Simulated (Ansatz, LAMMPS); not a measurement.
# Static equation of state of amorphous 63GeO2-24PbO-13Al2O3 (mol %) (115 atoms)

Density of this cell: 4.75 g/cm³. The cell holds 115 atoms: 24 Ge, 9 Pb, 10 Al and 72 O. Its edges and angles: a = 12.108 Å, b = 12.163 Å, c = 11.959 Å, α = 88.5°, β = 89.1°, γ = 91.1°. The starting structure: 115 atoms (24 Ge, 9 Sr, 10 Al, 72 O) placed at random at 3.86 g/cm³, melted at 5000 K for 10 ps at fixed volume with the Morse and Coulomb pair potential with partial charges (Pedone, Malavasi, Menziani, Cormack and Segre, J. Phys. Chem. B 110, 11780 (2006)). Quenched from 5000 K to 300 K at 30 K/ps and fixed volume, held 10 ps at zero pressure, then minimised at fixed cell. Then Sr was replaced by Pb and the cell scaled by 1.008 (the potential has no terms for the new elements, so the cell is a start for a DFT relaxation).

Calculated with Ansatz 0.2.0: Kohn-Sham DFT, RPBE, PAW (set soft_2), plane waves; cutoff 420 eV, Γ point, gaussian smearing of 0.025 eV. Cell and atoms were relaxed first, to V0 = 15.305 Å³ an atom at a residual P0 = -0.025 GPa. The cell was then scaled evenly, and the atoms were relaxed at each volume.

| volume (Å³/atom) | pressure (GPa) |
| --- | --- |
| 13.774 | ? |
| 14.386 | 3.255 |
| 14.845 | 1.439 |
| 15.764 | -0.07580 |
| 16.223 | -1.111 |

**Question.** Fit the third-order Birch–Murnaghan equation to the rows given and extrapolate to the withheld row.

Worked fit:

Take the Eulerian strain f = ½[(V0/V)^(2/3) − 1] and the normalised pressure F = (P − P0) / [3f(1 + 2f)^(5/2)]. The third-order Birch–Murnaghan equation is then the line F = B0 + (3/2)B0(B′ − 4) f, so u = f and v = F.

| u = f | v = F (GPa) |
| --- | --- |
| 0.0210564 | 46.8410 |
| 0.0102568 | 45.2254 |
| -0.00975634 | 1.81251 |
| -0.0190505 | 20.9277 |

With n = 4: mean u = 6.2658e-4, mean v = 28.7016, Σ(u − ū)² = 0.0010051, Σ(u − ū)(v − v̄) = 0.96187. Slope b = 0.96187 / 0.0010051 = 956.97; intercept a = v̄ − b ū = 28.102.

So B0 = a = 28.1 GPa and B′ = 4 + 2b/(3a) = 26.7. At the withheld volume f = 0.03638, F = a + b f = 62.92 GPa, and P = P0 + 3f(1 + 2f)^(5/2) F.

Prediction at 13.774: 8.161 GPa. The run gave 5.629 GPa, so the fit is high by 2.5 GPa (45 % of the value).

The series isn't one smooth equation of state: even a line fitted to all rows, the withheld one included, misses F by up to 986.2 %, the count of bonds changes along the series, an atom moves over 0.5 Å in some relaxation and a scaled cell ends below the relaxed one in energy. B0 and B′ are then only the numbers of this fit, not moduli of the material. Among the rows given, the largest miss of the fit is at 16.223, by 0.57 GPa (8.5 % of the range of the table).

Limits: Static cells at zero temperature; the cell shape is held. The program notes that the SCF threshold of these relaxations is loose for the stress. The quench rate of 30 K/ps is many orders above laboratory rates, so the cell is likely richer in defects and strain than a real sample. The network of bonds at the start is that of the classical potential that made the cell, and needn't be the one that DFT or experiment would give. Only the Γ point is sampled, in a cell whose shortest periodic width is 12 Å.

[Hosts, paths, dates, database ids (printed as entryN), source tags and the programs' standing remarks are cut or masked in the printed files.]
